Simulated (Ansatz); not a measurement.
# What TlSbS3 (model cell, started as cubic perovskite with Sb in the octahedra) distorts into, part 3 of 3

Aim: this structure of TlSbS3 (model cell, started as cubic perovskite with Sb in the octahedra) is to be tested for unstable modes, and one is followed downhill.

Ansatz 0.2.0; DFT LDA, scalar-relativistic, plane waves, PAW; PAW set soft_1.

So far. Step 5 (Energy along the mode, all amplitudes (two of the runs …): The lowest of the steps tried is the last one, at 0.6 Å, 40.6 meV/atom below the parent; the bottom of the well need not coincide with a step. Step 7 (The new phase in its own primitive cell): The largest force component left is 0.78 meV/Å and the pressure is 0.000 GPa, within the tolerances set. The cell now holds 23.50 Å³/atom. The relaxed cell has a, b, c = 10.249, 10.687, 4.292 Å (conventional setting).

The structure was built from a prototype and need not be the compound's stable phase.

## (8) Modes of the new phase, k-mesh 6×6×8

A relaxed structure may still be a saddle point, so its zone-centre modes are computed. No field response is asked, since the mesh shows no gap.

The input, input.yaml:

```yaml
crystal:
  lattice:
    - [5.1246739285, -5.3437342208, 0.0]
    - [5.1246739285, 5.3437342208, 0.0]
    - [0.0, 0.0, 4.2915052579]
  atoms:
    - { symbol: Tl, position: [0.2380518978, 0.2380518978, 0.0] }
    - { symbol: Tl, position: [0.7619481022, 0.7619481022, 0.0] }
    - { symbol: Sb, position: [0.2357964766, 0.7642035234, 0.5] }
    - { symbol: Sb, position: [0.7642035234, 0.2357964766, 0.5] }
    - { symbol: S, position: [0.5, 0.0, 0.5] }
    - { symbol: S, position: [0.0, 0.5, 0.5] }
    - { symbol: S, position: [0.0, 0.0, 0.5] }
    - { symbol: S, position: [0.5, 0.5, 0.5] }
    - { symbol: S, position: [0.3599105512, 0.6400894488, 0.0] }
    - { symbol: S, position: [0.6400894488, 0.3599105512, 0.0] }
kpoints:
  mp_grid: { grid: [6, 6, 8] }
hamiltonian:
  xc: lda
  pseudopotentials: { kind: paw, azcp: { folder: soft_1 }, xc_functional: pbe }
scf:
  occupations: { method: methfessel_paxton, width: 0.2 }
output:
  eigenvalues: true
phonons:
  method: dfpt
```

On the command line:

```sh
$ ansatz run input.yaml --threads 4 --pin off --max-ram 16384MiB --backend cpu --events-out ev --progress --plain --runs-dir out
```

Numbers of over 12 decimals in the logs are rounded to 6 here.

The log of the run:

```text
zone centre: on kpoints.mp_grid the ground state, and the responses unless they are solved on pairs of k-points, stand on 100 of the mesh's 288 k-points, reduced under 2 symmetry operations, with k and −k counted as one. Each operation leaves every solved displacement unchanged or reverses it
[...]
Crystal: 10 atoms, lattice volume = 235.045 Å³
Basis set: ecut = 420 eV, 4567 PW (Γ), exchange–correlation on 100×100×60 points (8 copies of the dense FFT grid, shifted against one another)
Bands: 56, of which v1, the nominal top of the filled ones, is band 46 counted from 1 (45 counted from 0)
Symmetry: 8 space group operations
k-points: 100 of 288 (irreducible under 2 space group operations, time reversal used)
[...]
SCF iter   1: F=—  HF=-40187.617924 eV  |F-HF|=—  |Δ(HF+E_count)|=         —  Δρ=3.49e-2  dr2=8.95e0  ethr=3.10e-3  ⟨swp⟩=8.0  Hψ=25829  notcnv=0
[...]
SCF iter  15: F=-40184.972320 eV  HF=-40184.972320 eV  |F-HF|=0.00e0  |Δ(HF+E_count)|=  1.46e-11  S|Δr|=    0.00e0  Δρ=2.82e-8  dr2=3.61e-12  ethr=1.00e-12  ⟨swp⟩=16.9  Hψ=38423  notcnv=0
SCF 1 converged in 15 iterations: F = -40184.972320 eV  dr2 = 3.61e-12
[...]
DFPT response loops at Γ: preconditioner auto → Kerker (q_TF=auto, 2.333 Å⁻¹) (partly filled bands, converged f_vac=0.002); β = 1.00, the filter's whole step (`scf.mixing.beta` (0.50) is not read by the response loops under this deck's `scf.mixing.preconditioner`; to damp them name `kerker` or `kerker_dos`, under which they read `scf.mixing.beta`, and type it under 1.00, their step now; both keys bind the ground state too); Broyden in place of MSR1
SCF converged after 15 iterations
[...]
Free energy (F): -40184.972320 eV
[...]
Internal energy: -40184.986743 eV  (E = F + TS)
E sigma→0 (E₀):  -40184.975925 eV
Entropy (-TS):   0.014423 eV (1.442 meV/atom)
Fermi energy:    7.227640 eV
[...]
--- Band table (eV; the first three rows and the last of 100) ---
  k-point 0: bands = [... 42 lower, 6.6339, 6.8810, 7.0340, 7.2745, 7.2939, 7.8969, 8.9639, 9.5352, ... 6 higher]
  k-point 1: bands = [... 42 lower, 6.4462, 6.5360, 6.9492, 7.1583, 7.1762, 8.6154, 8.9476, 8.9656, ... 6 higher]
  k-point 2: bands = [... 42 lower, 6.6062, 6.6791, 6.7157, 7.1287, 7.4211, 8.8321, 8.8369, 9.9888, ... 6 higher]
  k-point 99: bands = [... 42 lower, 5.9755, 6.1356, 6.5757, 7.6733, 7.7984, 8.9356, 9.1881, 10.2503, ... 6 higher]
--- Phonons (Γ-DFPT): 18 representative perturbations + reference, on 100 of 288 k-points (Σ response iterations 54) ---
  k mesh reduced under 2 symmetry operations, with k and −k counted as one. Each operation leaves every solved displacement unchanged or reverses it
  ASR residual: 7.898e-5 → 0.000e0 eV/Å²; symmetrization residual: 1.828e-5 eV/Å²
  ASR residual per site (eV/Å²): 7.06e-5 7.06e-5 7.90e-5 7.90e-5 6.01e-5 6.01e-5 1.20e-5 2.79e-5 2.78e-5 2.78e-5
  Γ frequencies (cm⁻¹): -105.48 -67.96 -51.51 -45.11 -37.96 -28.92 -27.03 0.00 0.00 0.00 17.17 17.37 39.47 52.52 57.74 77.56 97.70 101.95 117.75 136.66 148.79 158.66 159.11 175.66 202.54 204.65 213.96 235.04 259.68 268.97
  non-analytic LO–TO correction: not included (Born effective charges unavailable; polar crystals: no LO–TO splitting at Γ)
```

Run time: 14 min. Hardware: 4 threads of Arm Neoverse V1, shared host; peak memory 3.8 GiB; 53 min of CPU time.

Numbers from this step:

* sum-rule residual before enforcement: 7.90e-5 eV/Å²
* point group: mmm
* highest optical mode at the zone centre (no LO-TO term): 269.0 cm⁻¹
* lowest optical zone-centre mode: -105.5 cm⁻¹

Patterns of degenerate modes are one choice out of their space. Modes at Γ, with each element's share of the kinetic energy (negative means imaginary):

```
mode  frequency (cm⁻¹)  symmetry  Tl %  Sb %  S %
   1            -105.5       B3u     2    46   52
   2             -68.0       B1u     5     0   95
   3             -51.5       B3g     0    59   41
   4             -45.1       B3u     2    15   84
   5             -38.0       B2u    23     0   77
   6             -28.9        Au     0     0  100
   7             -27.0       B1u    16    45   39
   8               0.0  acoustic    48    29   23
   9               0.0  acoustic    48    29   23
  10               0.0  acoustic    48    29   23
  11              17.2       B2g   100     0    0
  12              17.4       B1g    97     2    1
  13              39.5       B1u    29     4   67
  14              52.5       B2u    28    46   26
  15              57.7        Ag    97     2    1
  16              77.6       B3u    39     9   52
  17              97.7       B3u     7     1   92
  18             102.0       B1u     2     0   98
  19             117.8       B3u     1     0   99
  20             136.7       B1g     0    68   32
  21             148.8       B2u     0     0  100
  22             158.7       B1g     3    30   67
  23             159.1        Ag     3    90    7
  24             175.7       B2u     0    17   83
  25             202.5       B3u     1     1   99
  26             204.7       B3g     0    41   59
  27             214.0       B2u     0     8   92
  28             235.0        Ag     0     8   92
  29             259.7       B1u     0    22   78
  30             269.0       B2u     0     0  100
```

Displacements in mode 1 (-105.5 cm⁻¹), the largest set to 1:
```
Tl1 -0.11  0.00  0.00
Tl2 -0.11  0.00  0.00
Sb3  0.65  0.00  0.00
Sb4  0.65  0.00  0.00
S5  -0.62  0.66  0.00
S6  -0.62 -0.66  0.00
S7  -1.00  0.00  0.00
S8   0.16  0.00  0.00
S9  -0.71  0.00  0.00
S10 -0.71  0.00  0.00
```

Displacements in mode 15 (57.7 cm⁻¹), the largest set to 1:
```
Tl1  1.00  0.00  0.00
Tl2 -1.00  0.00  0.00
Sb3  0.00  0.20  0.00
Sb4  0.00 -0.20  0.00
S5   0.00  0.00  0.00
S6   0.00  0.00  0.00
S7   0.00  0.00  0.00
S8   0.00  0.00  0.00
S9   0.00  0.22  0.00
S10  0.00 -0.22  0.00
```

Before it was imposed, the acoustic sum rule was missed by 7.9e-5 eV/Å². Small misses are needed for a sound result but don't prove that mesh and cutoff are converged. The lowest optical mode is imaginary, 105.5i cm⁻¹, so the energy falls along it.

## (9) Outcome

```json
{
 "unstable mode of the parent": "q = (0, -0.5, -0.5), 143i cm⁻¹",
 "depth at the lowest point sampled": "40.6 meV/atom",
 "largest atomic shift at that point": "0.6 Å",
 "space group reached (within 0.01 Å)": "Cmmm",
 "energy gained over the parent (first relaxation, on the mesh of the frozen mode)": "77.6 meV/atom",
 "volume per atom, phase reached": "23.5 Å³",
 "lowest optical zone-centre mode, phase reached": "-105 cm⁻¹",
 "highest optical mode at the zone centre (no LO-TO term), phase reached": "269 cm⁻¹"
}
```

In words: Along this mode the structure falls into Cmmm, 77.6 meV/atom below the parent. At the parent's cell the well is 40.61 meV/atom deep on the steps tried, with its lowest point at a shift of 0.6 Å. That is the last step tried, so the steps alone don't bracket the bottom of the well. Relaxing atoms and cell changes the gain by +36.97 meV/atom against the lowest step (energies at zero smearing). The new phase still has an imaginary mode at the zone centre of its cell, so it is a saddle point on the way to a lower structure. Of the 6 patterns followed to their end from this parent, this one ends 89.9 meV/atom above the lowest, Imma. Each path keeps the symmetry of its pattern, so a lower phase may lie along a pattern not tried. With no gap, or one that is small against the smearing, the frequencies hang on the k mesh and the smearing, most of all near Kohn anomalies. Spin-orbit coupling is left out, which can matter for the heavy elements here. The PAW files were made for PBE and serve the other functionals too. The starting cell was built on a prototype and not taken from a measurement, so the phase need not exist.

[Logs are printed without paths, hosts, clocks, repeated set-up lines and the standing remarks that a program may print on its own settings, such as how far it seeks lower states.]

[Hosts, paths, dates, database ids (printed as entryN), source tags and the programs' standing remarks are cut or masked in the printed files.]
